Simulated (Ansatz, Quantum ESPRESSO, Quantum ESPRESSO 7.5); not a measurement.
# Evanescent states of InP, zinc blende type, lattice constant set to 5.662 Å

Wanted: the complex band structure of InP, zinc blende type, lattice constant set to 5.662 Å, as for a tunnel barrier.

Program: Quantum ESPRESSO 7.5. Level of theory: plane-wave DFT, PBE, GBRV ultrasoft pseudopotentials (cross-check by Ansatz 0.2.0 with PAW datasets). Results are calculated unless marked as measured.

**1. The starting structure**

Symmetry: F-43m, No. 216, cubic system. The conventional cell has a = 5.662 Å, b = 5.662 Å, c = 5.662 Å, α = 90.00°, β = 90.00°, γ = 90.00°. Nearest to In lie 4 P at 2.45 Å. Nearest to P lie 4 In at 2.45 Å. Farther neighbours are not listed.

**2. SCF with pw.x**

pwcond needs a cell whose third axis lies along the current and stands perpendicular to the other two.

File scf.in:

```
&control
  prefix = 'scf'
  outdir = './out'
  pseudo_dir = './pseudo'
  calculation = 'scf'
  tprnfor = .true.
/
&system
  ibrav = 0
  nat = 4
  ntyp = 2
  ecutwfc = 40
  ecutrho = 200
  occupations = 'fixed'
  nbnd = 22
/
&electrons
  conv_thr = 1e-09
  mixing_beta = 0.6
  electron_maxstep = 120
/
ATOMIC_SPECIES
  In  114.8180  in_pbe_v1.4.uspp.F.UPF
  P   30.9738  p_pbe_v1.5.uspp.F.UPF
CELL_PARAMETERS angstrom
  4.00363859507823 0.00000000000000 0.00000000000000
  0.00000000000000 4.00363859507823 0.00000000000000
  0.00000000000000 0.00000000000000 5.66200000000000
ATOMIC_POSITIONS crystal
  In  0.000000000000 0.000000000000 0.000000000000
  P   0.500000000000 0.000000000000 0.250000000000
  In  0.500000000000 0.500000000000 0.500000000000
  P   0.000000000000 0.500000000000 0.750000000000
K_POINTS automatic
  6 6 6 0 0 0
```

The run is started by

```
> OMP_NUM_THREADS=1 mpirun -n 2 pw.x -nk 2 -in scf.in > scf.out
```

What it wrote:

```text
Program PWSCF v.7.5 starts
[citation notice left out]

     Parallel version (MPI & OpenMP), running on       2 processor cores
     Number of MPI processes:                 2
     Threads/MPI process:                     1

     MPI processes distributed on     1 nodes
[...]
Current dimensions of program PWSCF are:
     Max number of different atomic species (ntypx) = 10
     Max number of k-points (npk) =  40000
     Max angular momentum in pseudopotentials (lmaxx) =  4
     Found identity + ( -0.5000 -0.5000 -0.5000) symmetry
     This is a supercell, fractional translations are disabled
     Message from routine setup:
     using ibrav=0 with symmetry is DISCOURAGED, use correct ibrav instead

     K-points division:     npool     =       2
     Subspace diagonalization in iterative solution of the eigenvalue problem:
     a serial algorithm will be used

     G-vector sticks info
     --------------------
     sticks:   dense  smooth     PW     G-vecs:    dense   smooth      PW
     Sum         901     725    221                29125    20895    3563

     Using Slab Decomposition

     bravais-lattice index     =            0
     lattice parameter (alat)  =       7.5658  a.u.
     unit-cell volume          =     612.4578 (a.u.)^3
     number of atoms/cell      =            4
     number of atomic types    =            2
     number of electrons       =        36.00
     number of Kohn-Sham states=           22
     kinetic-energy cutoff     =      40.0000  Ry
     charge density cutoff     =     200.0000  Ry
     scf convergence threshold =      1.0E-09
     mixing beta               =       0.6000
     number of iterations used =            8  plain     mixing
     Exchange-correlation=  SLA  PW   PBX  PBC
                           (   1   4   3   4   0   0   0)

     celldm(1)=   7.565780  celldm(2)=   0.000000  celldm(3)=   0.000000
     celldm(4)=   0.000000  celldm(5)=   0.000000  celldm(6)=   0.000000

     crystal axes: (cart. coord. in units of alat)
               a(1) = (   1.000000   0.000000   0.000000 )
               a(2) = (   0.000000   1.000000   0.000000 )
               a(3) = (   0.000000   0.000000   1.414214 )

     reciprocal axes: (cart. coord. in units 2 pi/alat)
               b(1) = (  1.000000  0.000000  0.000000 )
               b(2) = (  0.000000  1.000000  0.000000 )
               b(3) = (  0.000000  0.000000  0.707107 )

     PseudoPot. # 1 for In read from file:
     ./pseudo/in_pbe_v1.4.uspp.F.UPF
     Pseudo is Ultrasoft + core correction, Zval = 13.0
     Generated by new atomic code, or converted to UPF format
     Using radial grid of  889 points,  6 beta functions with:
                l(1) =   0
                l(2) =   0
                l(3) =   1
                l(4) =   1
                l(5) =   2
                l(6) =   2
     Q(r) pseudized with  6 coefficients,  rinner =    1.400   1.400   1.400
                                                       1.400   1.400

     PseudoPot. # 2 for P  read from file:
     ./pseudo/p_pbe_v1.5.uspp.F.UPF
     Pseudo is Ultrasoft + core correction, Zval =  5.0
     Generated by new atomic code, or converted to UPF format
     Using radial grid of  903 points,  6 beta functions with:
                l(1) =   0
                l(2) =   0
                l(3) =   1
                l(4) =   1
                l(5) =   2
                l(6) =   2
     Q(r) pseudized with  8 coefficients,  rinner =    1.300   1.300   1.300
                                                       1.300   1.300

     atomic species   valence    mass     pseudopotential
     In               13.00   114.81800     In( 1.00)
     P                 5.00    30.97380     P ( 1.00)

      8 Sym. Ops. (no inversion) found

   Cartesian axes

     site n.     atom                  positions (alat units)
         1        In     tau(   1) = (   0.0000000   0.0000000   0.0000000  )
         2        P      tau(   2) = (   0.5000000   0.0000000   0.3535534  )
         3        In     tau(   3) = (   0.5000000   0.5000000   0.7071068  )
         4        P      tau(   4) = (   0.0000000   0.5000000   1.0606602  )

     number of k points=    40
                       cart. coord. in units 2pi/alat
        k(    1) = (   0.0000000   0.0000000   0.0000000), wk =   0.0092593
        k(    2) = (   0.0000000   0.0000000   0.1178511), wk =   0.0185185
        k(    3) = (   0.0000000   0.0000000   0.2357023), wk =   0.0185185
        k(    4) = (   0.0000000   0.0000000  -0.3535534), wk =   0.0092593
        k(    5) = (   0.0000000   0.1666667   0.0000000), wk =   0.0370370
        k(    6) = (   0.0000000   0.1666667   0.1178511), wk =   0.0740741
        k(    7) = (   0.0000000   0.1666667   0.2357023), wk =   0.0740741
        k(    8) = (   0.0000000   0.1666667  -0.3535534), wk =   0.0370370
        k(    9) = (   0.0000000   0.3333333   0.0000000), wk =   0.0370370
        k(   10) = (   0.0000000   0.3333333   0.1178511), wk =   0.0740741
[...]
k(   40) = (  -0.5000000  -0.5000000  -0.3535534), wk =   0.0092593

     Dense  grid:    29125 G-vectors     FFT dimensions: (  36,  36,  50)

     Smooth grid:    20895 G-vectors     FFT dimensions: (  32,  32,  45)

     Estimated max dynamical RAM per process >      83.42 MB

     Estimated total dynamical RAM >     159.73 MB

     Initial potential from superposition of free atoms

     starting charge      32.9997, renormalised to      36.0000
     Starting wfcs are   26 randomized atomic wfcs

     total cpu time spent up to now is        1.5 secs

     per-process dynamical memory:    45.0 Mb

     Self-consistent Calculation

     iteration #  1     ecut=    40.00 Ry     beta= 0.60
     Davidson diagonalization with overlap
     ethr =  1.00E-02,  avg # of iterations =  3.1

     total cpu time spent up to now is        3.1 secs

     total energy              =    -295.80394131 Ry
     estimated scf accuracy    <       5.09403085 Ry

     iteration #  2     ecut=    40.00 Ry     beta= 0.60
[...]
total energy              =    -297.79765489 Ry
     estimated scf accuracy    <       1.27731429 Ry

     iteration #  3     ecut=    40.00 Ry     beta= 0.60
[...]
total energy              =    -298.01242665 Ry
     estimated scf accuracy    <       0.02014473 Ry

     iteration #  4     ecut=    40.00 Ry     beta= 0.60
[...]
total energy              =    -298.01825074 Ry
     estimated scf accuracy    <       0.00069978 Ry

     iteration #  5     ecut=    40.00 Ry     beta= 0.60
[...]
total energy              =    -298.01836604 Ry
     estimated scf accuracy    <       0.00002287 Ry

     iteration #  6     ecut=    40.00 Ry     beta= 0.60
[...]
total energy              =    -298.01838719 Ry
     estimated scf accuracy    <       0.00000036 Ry

     iteration #  7     ecut=    40.00 Ry     beta= 0.60
[...]
total energy              =    -298.01838766 Ry
     estimated scf accuracy    <       0.00000014 Ry

     iteration #  8     ecut=    40.00 Ry     beta= 0.60
[...]
total energy              =    -298.01838768 Ry
     estimated scf accuracy    <          8.0E-09 Ry

     iteration #  9     ecut=    40.00 Ry     beta= 0.60
[...]
End of self-consistent calculation

          k = 0.0000 0.0000 0.0000 (  2589 PWs)   bands (ev):

    -6.3228  -6.0627  -6.0627  -6.0624  -5.9318  -5.9136  -5.9136  -5.8522
    -5.8514  -5.8012  -3.9076  -1.0281   2.1453   5.6824   5.6824   8.3927
     8.3936   8.3936   9.6292   9.9643  10.6229  12.4392

          k = 0.0000 0.0000 0.1179 (  2597 PWs)   bands (ev):

    -6.3092  -6.0864  -6.0534  -6.0534  -5.9258  -5.9242  -5.9242  -5.8562
    -5.8480  -5.8046  -3.7810  -1.4028   2.6389   5.8066   5.8066   7.5402
     8.0851   8.0851  10.0326  10.4553  10.8146  12.0962

          k = 0.0000 0.0000 0.2357 (  2610 PWs)   bands (ev):

    -6.2703  -6.1444  -6.0274  -6.0274  -5.9527  -5.9527  -5.9093  -5.8695
    -5.8389  -5.8140  -3.4162  -2.1344   3.7164   6.1681   6.1681   6.2765
     7.4222   7.4222  10.2811  11.3002  11.4004  11.4812

          k = 0.0000 0.0000-0.3536 (  2598 PWs)   bands (ev):

    -6.2119  -6.2118  -5.9906  -5.9906  -5.9905  -5.9905  -5.8885  -5.8885
    -5.8264  -5.8263  -2.8488  -2.8488   4.9786   4.9786   6.7310   6.7310
     6.7310   6.7310  10.7480  10.7480  11.7646  11.7646

          k = 0.0000 0.1667 0.0000 (  2621 PWs)   bands (ev):

    -6.3047  -6.1003  -6.0526  -6.0459  -5.9430  -5.9234  -5.9085  -5.8551
    -5.8493  -5.8121  -3.6570  -0.9898   2.2203   4.9307   5.8835   6.7879
     7.7602   8.2760  10.4119  10.6617  11.7935  12.4378

          k = 0.0000 0.1667 0.1179 (  2615 PWs)   bands (ev):

    -6.2932  -6.1138  -6.0454  -6.0452  -5.9500  -5.9340  -5.9052  -5.8520
    -5.8512  -5.8129  -3.5357  -1.3104   2.5723   5.1473   5.9989   6.1297
     8.0277   8.0282  10.5299  10.5302  11.9061  12.9376

[...]
highest occupied, lowest unoccupied level (ev):     8.3936    9.6292

!    total energy              =    -298.01838768 Ry
     estimated scf accuracy    <          2.6E-10 Ry

     The total energy is the sum of the following terms:
     one-electron contribution =    -101.41956342 Ry
     hartree contribution      =      76.88971139 Ry
     xc contribution           =     -87.74099447 Ry
     ewald contribution        =    -185.74754118 Ry

     convergence has been achieved in   9 iterations

     Forces acting on atoms (cartesian axes, Ry/au):

     atom    1 type  1   force =     0.00000000    0.00000000    0.00000000
     atom    2 type  2   force =     0.00000000    0.00000000   -0.00000043
     atom    3 type  1   force =     0.00000000    0.00000000    0.00000000
     atom    4 type  2   force =     0.00000000    0.00000000    0.00000043

     Total force =     0.000001     Total SCF correction =     0.000024
     SCF correction compared to forces is large: reduce conv_thr to get better values

[...]
=------------------------------------------------------------------------------=
   JOB DONE.
=------------------------------------------------------------------------------=
```

It took 18 s on 2 MPI ranks of Intel Xeon Platinum 8559C (Emerald Rapids), shared host; peak memory 0.19 GiB.

This step gave:

* free energy: -4054.7467 eV
* valence top, on the run's zero: 8.394 eV
* conduction bottom, on the run's zero: 9.629 eV
* gap by band count: 1.236 eV

The run needed 9 iterations to bring the estimated error under 1e-09 Ry.

(Continued in part 2 of 4.)

[Logs are printed without paths, hosts, clocks, repeated set-up lines and the standing remarks that a program may print on its own settings, such as how far it seeks lower states.]

[Hosts, paths, dates, database ids (printed as entryN), source tags and the programs' standing remarks are cut or masked in the printed files.]

[Maps of the electrostatic potential energy from Ansatz leave out the sawtooth potential of an applied field or a dipole correction, so their vacuum need not be flat; planar profiles and work functions include it.]
